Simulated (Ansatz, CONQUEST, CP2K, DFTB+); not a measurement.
## Al(100)/Rh(100) interface (51 atoms): runs against a plane-wave reference

The cell holds 51 atoms: 24 Al and 27 Rh. Its edges and angles: a = 8.067 Å, b = 8.067 Å, c = 13.306 Å, α = 90.0°, β = 90.0°, γ = 90.0°. Fcc Al(100), 3 repeat layers, 8 surface cells, strained -0.40 and -0.40 %; fcc Rh(100), 3 layers, 9 cells, +0.00 and +0.00 %; outer planes 2.72 Å apart and 2.72 Å at the second interface of the periodic stack; not relaxed, displaced by a Gaussian of 0.02 Å. Then every atom was moved at random, 0.03 Å r.m.s. a Cartesian component. Regions: Al, 24 atoms (24 Al); Rh, 27 atoms (27 Rh).

Geometry: as built.

The reference, a calculation:

* method: Kohn-Sham DFT, PBE, PAW, plane waves (Ansatz 0.2.0); cutoff 420 eV, Γ point, fermi-dirac smearing of 0.05 eV; PAW set soft_2
* r.m.s. force component: 0.533 eV/Å
* longest force: 1.602 eV/Å
* pressure: -2.726 GPa
* SCF cycles: 11
* time: 3.6 s on 4 threads of AMD EPYC 9R45, shared host
* CPU time: 11 s

Q: Estimate the differences from the reference, the CPU time and the memory of each run.
- CONQUEST PBE, grid 80 Ha, multi-site 8 bohr (CONQUEST 1.3; 2 MPI ranks)
- CONQUEST PBE, grid 80 Ha (CONQUEST 1.3; 2 MPI ranks)
- CONQUEST PBE, grid 80 Ha, multi-site 6.5 bohr (CONQUEST 1.3; 2 MPI ranks)
- CONQUEST PBEsol, grid 80 Ha (CONQUEST 1.3; 2 MPI ranks)
- CP2K PBE, DZVP-UZH, 600/60 Ry, diagonalisation (CP2K 2026.2; 4 MPI ranks)
- DFTB+ GFN2-xTB (DFTB+ 25.1; 1 thread)

Differences are against the plane-wave reference, forces as r.m.s. over components; share is that over the reference's r.m.s. force, slope the least-squares factor from reference forces to these. Total energies of different programs have different zeros and aren't compared.

| run | Δ force, r.m.s. (meV/Å) | share (%) | slope | Δ pressure (GPa) | cores | CPU time | memory (GiB) |
| --- | --- | --- | --- | --- | --- | --- | --- |
| reference | - | - | - | - | 4 | 11 s | 1.1 |
| CONQUEST PBE, grid 80 Ha, multi-site 8 bohr | 139 | 26.1 | 0.946 | - | 2 | 5.6 min | 6.7 |
| CONQUEST PBE, grid 80 Ha | 134 | 25.1 | 1.059 | 2.41 | 2 | 4.6 min | 6.4 |
| CONQUEST PBE, grid 80 Ha, multi-site 6.5 bohr (coarse) | 365 | 68.5 | 0.575 | - | 2 | 5 min | 6.6 |
| CONQUEST PBEsol, grid 80 Ha | 81.6 | 15.3 | 1.097 | -2.52 | 2 | 4.8 min | 6.4 |
| CP2K PBE, DZVP-UZH, 600/60 Ry, diagonalisation | 56.4 | 10.6 | 0.967 | 0.940 | 4 | 13 min | 4.5 |
| DFTB+ GFN2-xTB | 422 | 79.1 | 1.354 | -53.0 | 1 | 15 s | 0.41 |

Rows marked coarse were listed beforehand as settings not expected to be converged; some can still land near the reference.

CPU time is summed over cores on a shared host, where runs went side by side, so it is rough. Symmetry, cutoffs, thresholds, outputs and thread counts weren't matched or tuned between programs; memory under MPI is the largest rank's times the ranks.

The PBE runs in local orbitals, coarse settings apart, differ by 11 % (CP2K PBE, DZVP-UZH, 600/60 Ry, diagonalisation) to 26 % (CONQUEST PBE, grid 80 Ha, multi-site 8 bohr); basis, grid and potentials can all enter. Tight binding differs by 79 % (DFTB+ GFN2-xTB); it is another model, with fitted parameters of its own, and the xTB methods hold dispersion. Rows with another functional or a dispersion term differ by 15 % (CONQUEST PBEsol, grid 80 Ha), which mixes the change of model with differences of basis and potentials. DFTB+ GFN2-xTB needed 152 SCF steps, so its time overstates the method's usual cost. Periodic xTB results under one method name differ between programs and library versions (DFTB+ here holds tblite 0.3). The electron count is odd in these runs, and they have no spin polarisation, so the unpaired electron is spread evenly over both spins. The electron count is odd and the run has no spin polarisation, so levels at the top are partly filled by construction. The electronic-structure runs sample only Γ, in a cell whose shortest periodic width is 8 Å, which is coarse for a cell with partly filled levels.

[Hosts, paths, dates, database ids (printed as entryN), source tags and the programs' standing remarks are cut or masked in the printed files.]
